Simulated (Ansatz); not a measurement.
# Screened interactions in TiNF (Pmmn), part 2 of 2

Wanted: the parameters of a Hubbard-Kanamori model for TiNF (Pmmn).

Ansatz 0.2.0; non-magnetic LDA, then constrained RPA, plane waves, PAW.

So far. Step 2 (LDA bands and orbital weights): The gap is direct, at (0.000, 0.000, 0.250). The pressure of -8 GPa says that this functional would shrink the cell; it is kept.

### Step 3. Constrained RPA: Ti t2g + anion p, bands v12 to c6, 6×4×2 mesh, medium accuracy

Constrained RPA screens the interaction with every transition except those inside the target bands, which a later many-body model would treat itself.

This step: constrained RPA on LDA, plane waves, PAW.

File input.yaml:

```yaml
crystal:
  lattice:
    - [0.0, -2.16516379, -2.16516379]
    - [-3.964387, 0.0, 0.0]
    - [0.0, 5.56551444, -5.56551444]
  atoms:
    - { symbol: Ti, position: [0.5, 0.0, 0.895914] }
    - { symbol: Ti, position: [0.0, 0.5, 0.104086] }
    - { symbol: "N", position: [0.5, 0.5, 0.939316] }
    - { symbol: "N", position: [0.0, 0.0, 0.060684] }
    - { symbol: F, position: [0.0, 0.0, 0.724624] }
    - { symbol: F, position: [0.5, 0.5, 0.275376] }
kpoints:
  mp_grid: { grid: [8, 6, 4] }
hamiltonian:
  xc: lda
scf:
  occupations: { method: gaussian, width: 0.08 }
  n_extra_bands: 24
  max_iter: 150
  lower_state_search: "off"
output:
  crpa:
    kmesh: [6, 4, 2]
    target_bands: [v12, c6]
    projections:
      - { species: Ti, l: d, shell: 3, orbitals: [dxz, dyz, dxy] }
      - { species: F, l: p, shell: 2 }
      - { species: "N", l: p, shell: 2 }
  local_orbitals:
    kmesh: [12, 8, 4]
    orbitals:
      - { species: Ti, l: d, shell: 3, orbitals: [dxz, dyz, dxy] }
      - { species: F, l: p, shell: 2 }
      - { species: "N", l: p, shell: 2 }
    window: { bands: [v12, c6] }
    seedname: lo
```

The run is started by

```sh
ansatz run input.yaml --threads 4 --pin off --max-ram 9216MiB --backend cpu --events-out ev --progress --plain --runs-dir out
```

Numbers of over 12 decimals in the logs are rounded to 6 here.

What it wrote:

```text
[...]
Crystal: 6 atoms, lattice volume = 95.544 Å³
Basis set: ecut = 420 eV, 1869 PW (Γ)
Bands: 48, of which v1, the nominal top of the filled ones, is band 24 counted from 1 (23 counted from 0)
Symmetry: 8 space group operations
[...]
k-points: 60 of 192
[...]
SCF iter   1: F=—  HF=-7243.905470 eV  |F-HF|=—  |Δ(HF+E_count)|=         —  Δρ=1.37e-2  dr2=1.39e-1  ethr=1.77e-3  ⟨swp⟩=6.0  Hψ=13476  notcnv=0  defer=398
[...]
SCF iter   8: F=-7243.870683 eV  HF=-7243.870683 eV  |F-HF|=3.56e-8  |Δ(HF+E_count)|=   2.99e-7  Δρ=8.16e-6  dr2=6.96e-8  ethr=2.08e-10  ⟨swp⟩=10.9  Hψ=16285  notcnv=0
SCF 1 converged in 8 iterations: F = -7243.870683 eV  dr2 = 6.96e-8
[...]
NSCF: frozen V_eff on 109 k-points
[...]
cRPA screening: q 1/48
cRPA screening: q 2/48
cRPA screening: q 3/48
cRPA screening: q 5/48 (q-point 4)
cRPA screening: q 7/48 (q-point 5)
cRPA screening: q 8/48 (q-point 6)
cRPA screening: q 9/48
cRPA screening: q 11/48 (q-point 10)
cRPA screening: q 13/48 (q-point 11)
cRPA screening: q 15/48 (q-point 12)
cRPA screening: q 17/48 (q-point 13)
cRPA screening: q 19/48 (q-point 14)
cRPA screening: q 21/48 (q-point 15)
cRPA screening: q 23/48 (q-point 16)
cRPA screening: q 25/48 (q-point 17)
cRPA screening: q 27/48 (q-point 18)
cRPA screening: q 29/48 (q-point 19)
cRPA screening: q 31/48 (q-point 20)
cRPA screening: q 33/48 (q-point 21)
cRPA screening: q 35/48 (q-point 22)
cRPA screening: q 37/48 (q-point 23)
cRPA screening: q 39/48 (q-point 24)
cRPA screening: q 41/48 (q-point 25)
cRPA screening: q 42/48 (q-point 26)
cRPA screening: q 43/48 (q-point 27)
cRPA screening: q 45/48 (q-point 28)
cRPA screening: q 47/48 (q-point 29)
cRPA screening: q 48/48 (q-point 30)
SCF converged after 8 iterations
Free energy (F): -7243.870683 eV
[...]
Internal energy: -7243.870683 eV  (E = F + TS)
E sigma→0 (E₀):  -7243.870683 eV
Fermi energy:    4.503987 eV
[...]
--- Band table (eV; the first three rows and the last of 60) ---
  k-point 0: bands = [... 20 lower, 1.5429, 1.5777, 2.9444, 4.1909, 4.8171, 5.5698, 5.7306, 6.0881, ... 20 higher]
  k-point 1: bands = [... 20 lower, 1.5254, 1.5601, 2.9437, 4.1909, 4.8171, 5.5691, 5.7197, 6.0880, ... 20 higher]
  k-point 2: bands = [... 20 lower, 1.4976, 1.5527, 2.9431, 4.1907, 4.8171, 5.5683, 5.7098, 6.0878, ... 20 higher]
  k-point 59: bands = [... 20 lower, 1.2726, 1.2726, 1.5033, 1.5033, 6.0684, 6.0684, 6.2145, 6.2145, ... 20 higher]
--- cRPA (band scheme, projected local orbitals): target bands 13..30 (1-based), 18 Wannier function(s), 6×4×2 mesh, 60 bands' worth read of 65 solved, ecut_chi 136.0 eV, v(q+G=0) probe_charge, pair densities all_electron ---
  bands read: the sum over 60 bands ends inside a degenerate multiplet in 4 slots, whose members it reads at an even weight; the widest, k=11: bands 60 to 61 (counted from 1) at 1/2 each
  χ-basis size per q: N_G = 332..362
  window electrons = 24.0000, filled by tetrahedron_uncorrected; constrained ε̄⁻¹(q = 0, 0) head = 0.441192; min gauge Gram eig = 0.4790
  Kanamori averages over each shell's own Wannier functions (sites counted from 0, functions from 1):
  Each shell's averages of U are screened by what lies outside the whole window alone: parameters of one model of all the shells.
    Site 0, 3D, 3 of 5 d orbitals (Wannier functions 1, 2, 3; wannier90's mr 2, 3, 5):
      screened: U = 6.9762 eV, U' = 5.9349 eV, J = 0.5172 eV
      screened, to within: U = 1.1e-2 eV, U' = 1.1e-2 eV, J = 7.4e-4 eV
      bare: V = 17.2766 eV, V' = 15.9779 eV, J = 0.6451 eV
    Site 1, 3D, 3 of 5 d orbitals (Wannier functions 4, 5, 6; wannier90's mr 2, 3, 5):
      screened: U = 6.9762 eV, U' = 5.9349 eV, J = 0.5172 eV
      screened, to within: U = 1.1e-2 eV, U' = 1.1e-2 eV, J = 7.4e-4 eV
      bare: V = 17.2766 eV, V' = 15.9779 eV, J = 0.6451 eV
    Site 4, 2P, 3 of 3 p orbitals (Wannier functions 7, 8, 9; wannier90's mr 1, 2, 3):
      screened: U = 10.5153 eV, U' = 8.7009 eV, J = 0.8922 eV
      screened, to within: U = 2.8e-2 eV, U' = 2.8e-2 eV, J = 1.3e-3 eV
      bare: V = 22.8670 eV, V' = 20.6196 eV, J = 1.1064 eV
    Site 5, 2P, 3 of 3 p orbitals (Wannier functions 10, 11, 12; wannier90's mr 1, 2, 3):
      screened: U = 10.5153 eV, U' = 8.7009 eV, J = 0.8922 eV
      screened, to within: U = 2.8e-2 eV, U' = 2.8e-2 eV, J = 1.3e-3 eV
      bare: V = 22.8670 eV, V' = 20.6196 eV, J = 1.1064 eV
    Site 2, 2P, 3 of 3 p orbitals (Wannier functions 13, 14, 15; wannier90's mr 1, 2, 3):
      screened: U = 5.7466 eV, U' = 4.6035 eV, J = 0.4859 eV
      screened, to within: U = 7.7e-3 eV, U' = 7.7e-3 eV, J = 6.8e-4 eV
      bare: V = 14.8112 eV, V' = 13.1252 eV, J = 0.6860 eV
    Site 3, 2P, 3 of 3 p orbitals (Wannier functions 16, 17, 18; wannier90's mr 1, 2, 3):
      screened: U = 5.7466 eV, U' = 4.6035 eV, J = 0.4859 eV
      screened, to within: U = 7.7e-3 eV, U' = 7.7e-3 eV, J = 6.8e-4 eV
      bare: V = 14.8112 eV, V' = 13.1252 eV, J = 0.6860 eV
  Hermiticity witness max|P − P†| over intra, direct and exchange elements: 8.22e-15 eV (screened), 8.04e-17 eV (bare)
  Reality witness max|Im| over intra, direct and exchange elements: 3.68e-9 eV (screened), 7.40e-12 eV (bare)
```

The job ended after 12 min (4 threads of Arm Neoverse V2, shared host; peak memory 0.9 GiB).

This step gave:

```yaml
u: 6.976 eV
u_prime_inter_orbital: 5.935 eV
j: 0.5172 eV
bare_v: 17.28 eV
bare_j: 0.6451 eV
stated_bound_on_u: 0.01039 eV
u_over_bare_v: 0.4038
electrons_in_the_window: 24
head_of_the_constrained_inverse_dielectric_matrix: 0.4412
least_eigenvalue_of_the_projection_s_overlap: 0.4790
target_functions: 18
bands_in_the_sums: 60
r_m_s_miss_of_the_model_bands: 7.68e-4 eV
width_of_the_target_bands: 9.063 eV
weight_of_the_projected_orbitals_in_the_window: 0.9675
```

On the Ti t2g shell, screening brings the on-site interaction from 17.3 eV down to U = 6.98 eV.

Kanamori averages over each shell's functions. Crpa shells, by row:

| site | element | shell | orbitals | U (eV) | U' (eV) | J (eV) | bare V (eV) | bare V' (eV) | bare J (eV) | bound on U (eV) |
| --- | --- | --- | --- | --- | --- | --- | --- | --- | --- | --- |
| 1 | Ti | 3D | 3 | 6.976 | 5.935 | 0.5172 | 17.28 | 15.98 | 0.6451 | 0.01039 |
| 2 | Ti | 3D | 3 | 6.976 | 5.935 | 0.5172 | 17.28 | 15.98 | 0.6451 | 0.01039 |
| 5 | F | 2P | 3 | 10.52 | 8.701 | 0.8922 | 22.87 | 20.62 | 1.106 | 0.02741 |
| 6 | F | 2P | 3 | 10.52 | 8.701 | 0.8922 | 22.87 | 20.62 | 1.106 | 0.02741 |
| 3 | N | 2P | 3 | 5.747 | 4.604 | 0.4859 | 14.81 | 13.13 | 0.686 | 0.007696 |
| 4 | N | 2P | 3 | 5.747 | 4.604 | 0.4859 | 14.81 | 13.13 | 0.686 | 0.007696 |

Projected local orbitals of the target window. The electronic bands at the labelled points (eV, zero at the Fermi level; v1 is the highest filled band, c1 the lowest empty one):

| point | v4 | v3 | v2 | v1 | c1 | c2 | c3 | c4 |
| --- | --- | --- | --- | --- | --- | --- | --- | --- |
| Γ | -2.96 | -2.93 | -1.56 | -0.31 | 0.31 | 1.07 | 1.23 | 1.58 |
| halfway | -3.02 | -2.48 | -1.75 | -1.73 | 1.06 | 1.44 | 1.56 | 1.69 |
| X | -3.28 | -3.28 | -1.87 | -1.87 | 1.50 | 1.50 | 1.68 | 1.68 |
| halfway | -3.82 | -3.82 | -1.80 | -1.80 | 0.99 | 0.99 | 1.70 | 1.70 |
| S | -3.24 | -3.24 | -3.00 | -3.00 | 1.57 | 1.57 | 1.71 | 1.71 |
| halfway | -3.49 | -3.49 | -2.51 | -2.51 | 1.18 | 1.18 | 1.87 | 1.87 |
| Y | -3.05 | -3.05 | -2.61 | -2.61 | 0.79 | 0.79 | 1.86 | 1.86 |
| halfway | -3.08 | -2.59 | -2.33 | -2.25 | 0.95 | 1.09 | 1.18 | 1.85 |
| Γ | -2.96 | -2.93 | -1.56 | -0.31 | 0.31 | 1.07 | 1.23 | 1.58 |
| halfway | -2.98 | -2.94 | -1.56 | -0.31 | 0.31 | 1.07 | 1.22 | 1.58 |
| Z | -3.01 | -2.95 | -1.56 | -0.31 | 0.31 | 1.06 | 1.21 | 1.58 |
| halfway | -3.03 | -2.46 | -1.77 | -1.73 | 1.06 | 1.45 | 1.56 | 1.70 |
| U | -3.28 | -3.28 | -1.87 | -1.87 | 1.50 | 1.50 | 1.68 | 1.68 |
| halfway | -3.82 | -3.82 | -1.80 | -1.80 | 0.99 | 0.99 | 1.70 | 1.70 |
| R | -3.23 | -3.23 | -3.00 | -3.00 | 1.56 | 1.56 | 1.71 | 1.71 |
| halfway | -3.50 | -3.50 | -2.51 | -2.51 | 1.18 | 1.18 | 1.88 | 1.88 |
| T | -3.05 | -3.05 | -2.59 | -2.59 | 0.79 | 0.79 | 1.86 | 1.86 |
| halfway | -3.07 | -2.62 | -2.33 | -2.25 | 0.95 | 1.09 | 1.18 | 1.85 |
| Z | -3.01 | -2.95 | -1.56 | -0.31 | 0.31 | 1.06 | 1.21 | 1.58 |
| jump to X | -3.28 | -3.28 | -1.87 | -1.87 | 1.50 | 1.50 | 1.68 | 1.68 |
| halfway | -3.28 | -3.28 | -1.87 | -1.87 | 1.50 | 1.50 | 1.68 | 1.68 |
| U | -3.28 | -3.28 | -1.87 | -1.87 | 1.50 | 1.50 | 1.68 | 1.68 |
| jump to Y | -3.05 | -3.05 | -2.61 | -2.61 | 0.79 | 0.79 | 1.86 | 1.86 |
| halfway | -3.05 | -3.05 | -2.60 | -2.60 | 0.79 | 0.79 | 1.86 | 1.86 |
| T | -3.05 | -3.05 | -2.59 | -2.59 | 0.79 | 0.79 | 1.86 | 1.86 |
| jump to S | -3.24 | -3.24 | -3.00 | -3.00 | 1.57 | 1.57 | 1.71 | 1.71 |

The same for Kohn-Sham, solved directly:

| point | v4 | v3 | v2 | v1 | c1 | c2 | c3 | c4 |
| --- | --- | --- | --- | --- | --- | --- | --- | --- |
| Γ | -2.96 | -2.93 | -1.56 | -0.31 | 0.31 | 1.07 | 1.23 | 1.58 |
| X | -3.28 | -3.28 | -1.87 | -1.87 | 1.50 | 1.50 | 1.68 | 1.68 |
| S | -3.24 | -3.24 | -3.00 | -3.00 | 1.57 | 1.57 | 1.71 | 1.71 |
| Y | -3.05 | -3.05 | -2.61 | -2.61 | 0.79 | 0.79 | 1.86 | 1.86 |
| Γ | -2.96 | -2.93 | -1.56 | -0.31 | 0.31 | 1.07 | 1.23 | 1.58 |
| Z | -3.01 | -2.95 | -1.56 | -0.31 | 0.31 | 1.06 | 1.21 | 1.58 |
| U | -3.28 | -3.28 | -1.87 | -1.87 | 1.50 | 1.50 | 1.68 | 1.68 |
| R | -3.23 | -3.23 | -3.00 | -3.00 | 1.56 | 1.56 | 1.71 | 1.71 |
| T | -3.05 | -3.05 | -2.59 | -2.59 | 0.79 | 0.79 | 1.86 | 1.86 |
| Z | -3.01 | -2.95 | -1.56 | -0.31 | 0.31 | 1.06 | 1.21 | 1.58 |
| X | -3.28 | -3.28 | -1.87 | -1.87 | 1.50 | 1.50 | 1.68 | 1.68 |
| U | -3.28 | -3.28 | -1.87 | -1.87 | 1.50 | 1.50 | 1.68 | 1.68 |
| Y | -3.05 | -3.05 | -2.61 | -2.61 | 0.79 | 0.79 | 1.86 | 1.86 |
| T | -3.05 | -3.05 | -2.59 | -2.59 | 0.79 | 0.79 | 1.86 | 1.86 |

Onsite levels, by row:

| orbital | level less Fermi level (eV) |
| --- | --- |
| Ti1 dxz | 0.6145 |
| Ti1 dyz | 0.4987 |
| Ti1 dxy | 0.6145 |
| Ti2 dxz | 0.6145 |
| Ti2 dyz | 0.4987 |
| Ti2 dxy | 0.6145 |
| F5 pz | -5.248 |
| F5 px | -4.394 |
| F5 py | -5.248 |
| F6 pz | -5.248 |
| F6 px | -4.394 |
| F6 py | -5.248 |
| N3 pz | -2.64 |
| N3 px | -3.15 |
| N3 py | -2.64 |
| N4 pz | -2.64 |
| N4 px | -3.15 |
| N4 py | -2.64 |

Largest distinct elements between sites. Hoppings, by row:

| from | to | cell | distance (Å) | t (eV) |
| --- | --- | --- | --- | --- |
| N4 px | Ti1 dxz | -1 0 -1 | 2.006 | 1.171 |
| Ti1 dxz | F5 px | 0 0 0 | 2.04 | -1.08 |
| N3 pz | Ti2 dyz | 0 0 1 | 2.006 | 1.062 |
| Ti1 dyz | F5 pz | 1 0 0 | 2.04 | 1.05 |
| Ti1 dxz | N3 pz | 0 0 0 | 2.011 | 0.9989 |
| N4 px | N4 px | 0 -1 0 | 3.964 | 0.7045 |
| N3 py | F6 py | -1 0 1 | 4.046 | 0.6709 |
| Ti1 dxz | N3 px | 0 0 0 | 2.011 | -0.4654 |
| Ti2 dxz | Ti1 dxz | -1 0 -1 | 2.993 | -0.4297 |
| N4 py | N3 py | 0 0 -1 | 2.681 | 0.4194 |
| Ti2 dyz | Ti2 dyz | -1 0 0 | 3.062 | -0.3894 |
| Ti2 dyz | N3 py | 0 0 -1 | 2.006 | -0.3446 |

### Step 4. Outcome

| Item | Value |
| --- | --- |
| Ti t2g + anion p | U 6.98 eV, U′ 5.93 eV, J 0.52 eV, bare V 17.3 eV |
| method | constrained RPA on non-magnetic LDA, 6×4×2 mesh, static; search for lower states off |

In words: For Ti t2g + anion p, screening cuts the on-site interaction from 17.28 eV to 6.98 eV (40 %), while J goes only from 0.65 eV to 0.52 eV: the monopole is screened far more than the multipoles. U − 2J differs from U′ by +0.01 eV, so the Kanamori relation holds well. The parent state is non-magnetic and the interaction static (zero frequency); U depends on the window and the orbitals, so it belongs to this model alone. A window that holds the anion p bands defines a model with explicit ligands; its U belongs to that model and is not the U of DFT+U.

[Paths, hosts, dates, memory and timing lines, banners, echoed tables and standing remarks are left out of the program output.]

[Logs are printed without paths, hosts, clocks, repeated set-up lines and the standing remarks that a program may print on its own settings, such as how far it seeks lower states.]

[Runs of the session that timed out or met a known fault of the program may be left out.]

[Hosts, paths, dates, database ids (printed as entryN), source tags and the programs' standing remarks are cut or masked in the printed files.]
